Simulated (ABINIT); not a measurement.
## NaMgF3 (Pm-3m): G0W0 with ABINIT, start to end

How does a plane-wave GW calculation on NaMgF3 (Pm-3m) run from the first input to the gap?

Calculated with ABINIT 10.8.3; LDA and many-body steps on it, plane waves.

This is a report of a sequence of runs, with most program output left out.

## 1. Starting point

Symmetry: Pm-3m, No. 221, cubic system. Conventional cell: a = 3.951 Å, b = 3.951 Å, c = 3.951 Å, α = 90.00°, β = 90.00°, γ = 90.00°. Nearest to Na lie 12 F at 2.79 Å. Nearest to Mg lie 6 F at 1.98 Å. Nearest to F lie 2 Mg at 1.98 Å and 4 Na at 2.79 Å. Farther neighbours and most contacts between anions are not listed.

Coordinates:

```cif
data_structure
_symmetry_space_group_name_H-M 'P 1'
_symmetry_Int_Tables_number 1
_cell_length_a 3.9508
_cell_length_b 3.9508
_cell_length_c 3.9508
_cell_angle_alpha 90.000
_cell_angle_beta 90.000
_cell_angle_gamma 90.000
_cell_volume 61.67
loop_
_atom_site_label
_atom_site_type_symbol
_atom_site_fract_x
_atom_site_fract_y
_atom_site_fract_z
_atom_site_occupancy
Na1 Na 0.00000 0.00000 0.00000 1
Mg2 Mg 0.50000 0.50000 0.50000 1
F3 F 0.50000 0.50000 0.00000 1
F4 F 0.50000 0.00000 0.50000 1
F5 F 0.00000 0.50000 0.50000 1
```

The cell and positions are those that the Materials Project relaxed with its own functionals (PBE, PBE+U or r2SCAN), kept fixed.

## 2. Ground state

This step: ABINIT 10.8.3; DFT, LDA, plane waves, norm-conserving pseudopotentials.

The ground-state density comes first.

File run.abi:

```
acell 3*1.0 Angstrom
rprim 
  3.950839000000 0.000000000000 0.000000000000
  0.000000000000 3.950839000000 0.000000000000
  0.000000000000 0.000000000000 3.950839000000
ntypat 3
znucl 11 12 9
natom 5
typat 1 2 3 3 3
xred 
  0.000000000000 0.000000000000 0.000000000000
  0.500000000000 0.500000000000 0.500000000000
  0.500000000000 0.500000000000 0.000000000000
  0.500000000000 0.000000000000 0.500000000000
  0.000000000000 0.500000000000 0.500000000000
pp_dirpath "pseudos"
pseudos "Na.upf, Mg.upf, F.upf"
ecut 38
ngkpt 6 6 6
nshiftk 1
shiftk 0 0 0
kptopt 1
chksymbreak 0
nband 26
occopt 1
tolvrs 1e-10
nstep 60
prtwf 0
optforces 0
optstress 0
indata_prefix "in"
outdata_prefix "out"
tmpdata_prefix "tmp"
```

The run is started by

```
$ OMP_NUM_THREADS=1 mpirun -n 4 abinit run.abi > log
```

The job ended after 27 s (4 MPI ranks of Arm Neoverse V1, shared host; peak memory 0.34 GiB; 1.8 min of CPU time).

Numbers from this step:

```
total energy               : -4869.7006 eV
gap                        : 5.650 eV
k of the valence top       : 0.5, 0.5, 0.5
k of the conduction bottom : 0, 0, 0
least direct gap           : 6.107 eV
```

The gap is indirect, with the least direct gap 0.46 eV higher.

## 3. Bands along the symmetry lines

Levels along a band path, at the cheap level, show where the edges lie and whether the meshes to come will hold them.

File run.abi:

```
acell 3*1.0 Angstrom
rprim 
  3.950839000000 0.000000000000 0.000000000000
  0.000000000000 3.950839000000 0.000000000000
  0.000000000000 0.000000000000 3.950839000000
ntypat 3
znucl 11 12 9
natom 5
typat 1 2 3 3 3
xred 
  0.000000000000 0.000000000000 0.000000000000
  0.500000000000 0.500000000000 0.500000000000
  0.500000000000 0.500000000000 0.000000000000
  0.500000000000 0.000000000000 0.500000000000
  0.000000000000 0.500000000000 0.500000000000
pp_dirpath "pseudos"
pseudos "Na.upf, Mg.upf, F.upf"
ecut 38
iscf -2
irdden 1
kptopt 0
nkpt 50
kpt 
  0.00000000 0.00000000 0.00000000
  0.00000000 0.06250000 0.00000000
  0.00000000 0.12500000 0.00000000
  0.00000000 0.18750000 0.00000000
  0.00000000 0.25000000 0.00000000
  0.00000000 0.31250000 0.00000000
  0.00000000 0.37500000 0.00000000
  0.00000000 0.43750000 0.00000000
  0.00000000 0.50000000 0.00000000
  0.06250000 0.50000000 0.00000000
  0.12500000 0.50000000 0.00000000
  0.18750000 0.50000000 0.00000000
  0.25000000 0.50000000 0.00000000
  0.31250000 0.50000000 0.00000000
  0.37500000 0.50000000 0.00000000
  0.43750000 0.50000000 0.00000000
  0.50000000 0.50000000 0.00000000
  0.43750000 0.43750000 0.00000000
  0.37500000 0.37500000 0.00000000
  0.31250000 0.31250000 0.00000000
  0.25000000 0.25000000 0.00000000
  0.18750000 0.18750000 0.00000000
  0.12500000 0.12500000 0.00000000
  0.06250000 0.06250000 0.00000000
  0.00000000 0.00000000 0.00000000
  0.06250000 0.06250000 0.06250000
  0.12500000 0.12500000 0.12500000
  0.18750000 0.18750000 0.18750000
  0.25000000 0.25000000 0.25000000
  0.31250000 0.31250000 0.31250000
  0.37500000 0.37500000 0.37500000
  0.43750000 0.43750000 0.43750000
  0.50000000 0.50000000 0.50000000
  0.43750000 0.50000000 0.43750000
  0.37500000 0.50000000 0.37500000
  0.31250000 0.50000000 0.31250000
  0.25000000 0.50000000 0.25000000
  0.18750000 0.50000000 0.18750000
  0.12500000 0.50000000 0.12500000
  0.06250000 0.50000000 0.06250000
  0.00000000 0.50000000 0.00000000
  0.50000000 0.50000000 0.50000000
  0.50000000 0.50000000 0.43750000
  0.50000000 0.50000000 0.37500000
  0.50000000 0.50000000 0.31250000
  0.50000000 0.50000000 0.25000000
  0.50000000 0.50000000 0.18750000
  0.50000000 0.50000000 0.12500000
  0.50000000 0.50000000 0.06250000
  0.50000000 0.50000000 0.00000000
istwfk *1
nband 27
nbdbuf 2
tolwfr 1e-08
nstep 40
prtwf 0
prtvol 0
indata_prefix "in"
outdata_prefix "out"
tmpdata_prefix "tmp"
```

Run time: 29 s. Hardware: 4 MPI ranks; peak memory 0.36 GiB.

This step gave:

| Item | Value |
| --- | --- |
| gap | 5.650 eV |
| k of the valence top | 0.5, 0.5, 0.5 |
| k of the conduction bottom | 0, 0, 0 |
| least direct gap | 6.107 eV |

The gap is 5.650 eV, as in the run before at this level.

Electronic bands along the path, in eV, zero at the top of the highest filled band:

| point | band 17 | band 18 | band 19 | band 20 | band 21 | band 22 | band 23 | band 24 |
| --- | --- | --- | --- | --- | --- | --- | --- | --- |
| Γ | -0.64 | -0.46 | -0.46 | -0.46 | 5.65 | 12.90 | 13.17 | 13.17 |
| halfway | -0.80 | -0.75 | -0.51 | -0.51 | 6.63 | 11.27 | 13.62 | 13.84 |
| X | -1.04 | -0.85 | -0.53 | -0.53 | 8.59 | 8.99 | 14.46 | 14.46 |
| halfway | -1.03 | -0.76 | -0.74 | -0.29 | 9.07 | 9.68 | 12.48 | 13.91 |
| M | -1.19 | -1.03 | -1.03 | -0.01 | 10.16 | 10.76 | 10.76 | 12.65 |
| halfway | -0.84 | -0.72 | -0.68 | -0.37 | 7.43 | 11.64 | 11.90 | 14.15 |
| Γ | -0.64 | -0.46 | -0.46 | -0.46 | 5.65 | 12.90 | 13.17 | 13.17 |
| halfway | -1.36 | -0.38 | -0.38 | -0.33 | 8.08 | 12.07 | 12.18 | 12.18 |
| R | -1.18 | 0.00 | 0.00 | 0.00 | 9.97 | 12.49 | 12.49 | 12.49 |
| halfway | -1.21 | -0.42 | -0.37 | -0.22 | 9.43 | 10.24 | 12.42 | 13.07 |
| X | -1.04 | -0.85 | -0.53 | -0.53 | 8.59 | 8.99 | 14.46 | 14.46 |
| jump to R | -1.18 | 0.00 | 0.00 | 0.00 | 9.97 | 12.49 | 12.49 | 12.49 |
| halfway | -1.18 | -0.32 | -0.32 | -0.01 | 10.08 | 11.26 | 11.26 | 12.59 |
| M | -1.19 | -1.03 | -1.03 | -0.01 | 10.16 | 10.76 | 10.76 | 12.65 |

## 4. Empty states on the mesh, 2×2×2 mesh, 66 bands

The sums over transitions need many empty states on a uniform mesh; this step solves for them.

File run.abi:

```
acell 3*1.0 Angstrom
rprim 
  3.950839000000 0.000000000000 0.000000000000
  0.000000000000 3.950839000000 0.000000000000
  0.000000000000 0.000000000000 3.950839000000
ntypat 3
znucl 11 12 9
natom 5
typat 1 2 3 3 3
xred 
  0.000000000000 0.000000000000 0.000000000000
  0.500000000000 0.500000000000 0.500000000000
  0.500000000000 0.500000000000 0.000000000000
  0.500000000000 0.000000000000 0.500000000000
  0.000000000000 0.500000000000 0.500000000000
pp_dirpath "pseudos"
pseudos "Na.upf, Mg.upf, F.upf"
ecut 38
ngkpt 2 2 2
nshiftk 1
shiftk 0 0 0
kptopt 1
chksymbreak 0
iscf -2
irdden 1
istwfk *1
nband 66
nbdbuf 6
tolwfr 1e-09
nstep 60
prtvol 0
indata_prefix "in"
outdata_prefix "out"
tmpdata_prefix "tmp"
```

The job ended after 8.2 s (4 MPI ranks; peak memory 0.29 GiB; 33 s of CPU time).

This step gave:

```
gap                                                           : 5.650 eV
k of the valence top                                          : 0.5, 0.5, 0.5
k of the conduction bottom                                    : 0, 0, 0
least direct gap                                              : 6.107 eV
k points computed                                             : 4
lowest point of the top converged band, above the valence top : 40.50 eV
```

On this mesh the gap is 5.650 eV.

## 5. Screening, 2×2×2 mesh, 60 bands, screening to 106.1 eV

The RPA dielectric matrix is built and inverted for each q.

This step: RPA screening on LDA, plane waves, norm-conserving pseudopotentials.

Changes to run.abi since step 4:

```diff
@@ -23,10 +23,11 @@
 chksymbreak 0
-iscf -2
-irdden 1
 istwfk *1
-nband 66
-nbdbuf 6
-tolwfr 1e-09
-nstep 60
-prtvol 0
+occopt 1
+irdwfk 1
+optdriver 3
+nband 60
+ecuteps 3.9
+inclvkb 2
+awtr 1
+symchi 1
 indata_prefix "in"
```

It took 5.8 s on 4 MPI ranks; peak memory 0.48 GiB.

Numbers from this step:

```
ε∞ with local fields, on this mesh, along the program's q direction : 1.92
the same without local fields                                       : 2.002
plasma frequency                                                    : 29.91 eV
plane waves in the screening matrix                                 : 171
```

Local fields lower ε∞ by 4 %. On a Γ-centred mesh this coarse the value itself is usually too large, while a short band sum pulls it down.

## 6. Self-energy, 2×2×2 mesh, 60 bands, screening to 106.1 eV

The self-energy is evaluated for the states that the input lists, and the levels follow from it, in one-shot runs by the linearised quasiparticle equation.

This step: G0W0 on LDA, plane waves, norm-conserving pseudopotentials.

Changes to run.abi since step 5:

```diff
@@ -26,8 +26,17 @@
 irdwfk 1
-optdriver 3
+optdriver 4
 nband 60
+gwcalctyp 0
+ecutsigx 38
+symsigma 1
+nkptgw 2
+kptgw 
+  0.5000000000 0.5000000000 0.5000000000
+  0.0000000000 0.0000000000 0.0000000000
+bdgw 
+  18 24
+  18 22
 ecuteps 3.9
-inclvkb 2
-awtr 1
-symchi 1
+irdscr 1
+ppmodel 1
 indata_prefix "in"
```

Wall time 4.4 s (4 MPI ranks); peak memory 0.7 GiB; 17 s of CPU time.

This step gave:

| Quantity | Value |
| --- | --- |
| G0W0 gap on the points computed | 10.15 eV |
| starting gap on the mesh | 5.650 eV |
| k of the valence top | 0.5, 0.5, 0.5 |
| k of the conduction bottom | 0, 0, 0 |
| Z at the valence top | 0.822 |
| Z at the conduction bottom | 0.901 |
| least direct G0W0 gap on the computed points | 10.64 eV |

The gap on the mesh goes from 5.65 eV to 10.15 eV, a correction of +4.50 eV.

Limits: finite bands, cutoff and mesh; coarse k mesh. v1 is the top filled band, c1 the lowest empty one. The levels before and after the correction (eV, zero at the valence-band top of each column):

|  | conduction bottom | valence top |
| --- | --- | --- |
| Kohn-Sham | 5.65 | 0.00 |
| G0W0 | 10.15 | 0.00 |

|  | level | energy (eV) |
| --- | --- | --- |
| Kohn-Sham | (0.5 0.5 0.5) v3-v1 | 0.000 |
| Kohn-Sham | (0.5 0.5 0.5) c1 | 9.965 |
| Kohn-Sham | (0.5 0.5 0.5) c2-c4 | 12.489 |
| Kohn-Sham | Γ v3-v1 | -0.456 |
| Kohn-Sham | Γ c1 | 5.650 |
| Kohn-Sham | Γ c2 | 12.896 |
| G0W0 | (0.5 0.5 0.5) v3-v1 | 0.000 |
| G0W0 | (0.5 0.5 0.5) c1 | 14.731 |
| G0W0 | (0.5 0.5 0.5) c2-c4 | 17.571 |
| G0W0 | Γ v3-v1 | -0.495 |
| G0W0 | Γ c1 | 10.149 |
| G0W0 | Γ c2 | 18.383 |

## 7. Where the time went

Times are wall times on 4 MPI ranks of Arm Neoverse V1, shared host, good to a factor of about two.

| step | time | share | memory (GiB) |
| --- | --- | --- | --- |
| ground state | 27 s | 36 % | 0.34 |
| bands along the symmetry lines | 29 s | 39 % | 0.36 |
| empty states on the mesh | 8.2 s | 11 % | 0.29 |
| screening | 5.8 s | 8 % | 0.48 |
| self-energy | 4.4 s | 6 % | 0.7 |

## 8. What came out

| Quantity | Value |
| --- | --- |
| LDA gap | 5.65 eV, indirect |
| G0W0 gap on the mesh | 10.15 eV |
| GW settings | 2×2×2 mesh, 60 bands, screening to 106.1 eV, Godby-Needs plasmon pole |
| known limits | not at the basis limit; coarse k mesh |

G0W0 moves the gap on the mesh from 5.65 eV to 10.15 eV (+4.50 eV), with Z of 0.82 and 0.90 at the edges. Local fields lower the RPA ε∞ on this mesh from 2.00 to 1.92; a Γ-centred mesh this coarse tends to raise both, most where the direct gap is narrow, while a short band sum lowers them. Only 2 of the mesh's irreducible points were corrected, so a valley elsewhere could overtake. Bands and cutoff are finite, so the gap is not at the basis limit. The miss can reach some tenths of an eV and take either sign; the mesh is an error of its own. In the G0W0 run levels were corrected at 2 k points alone, so a gap called «on the mesh» is the least over those, and an edge elsewhere would be missed. The 2×2×2 mesh is coarse for this cell, which bears on the long-range parts of exchange and screening. This is the ideal cubic cell; many perovskites, halides above all, are cubic only on average, and local tilts or off-centring can widen the gap.

[Paths, hosts, dates, memory and timing lines, banners, echoed tables and standing remarks are left out of the program output.]

[Logs are printed without paths, hosts, clocks, repeated set-up lines and the standing remarks that a program may print on its own settings, such as how far it seeks lower states.]

[Runs of the session that timed out or met a known fault of the program may be left out.]

[Hosts, paths, dates, database ids (printed as entryN), source tags and the programs' standing remarks are cut or masked in the printed files.]

[G0W0 gaps are taken among the corrected bands and points alone; a level outside them can change the order at an edge.]

[Where Ansatz stands beside ABINIT at settings called matched, ABINIT's density can come from a denser mesh and the files from another edition; pairs whose starting gaps differed by over 0.03 eV were left out, so agreement reads better than it is.]
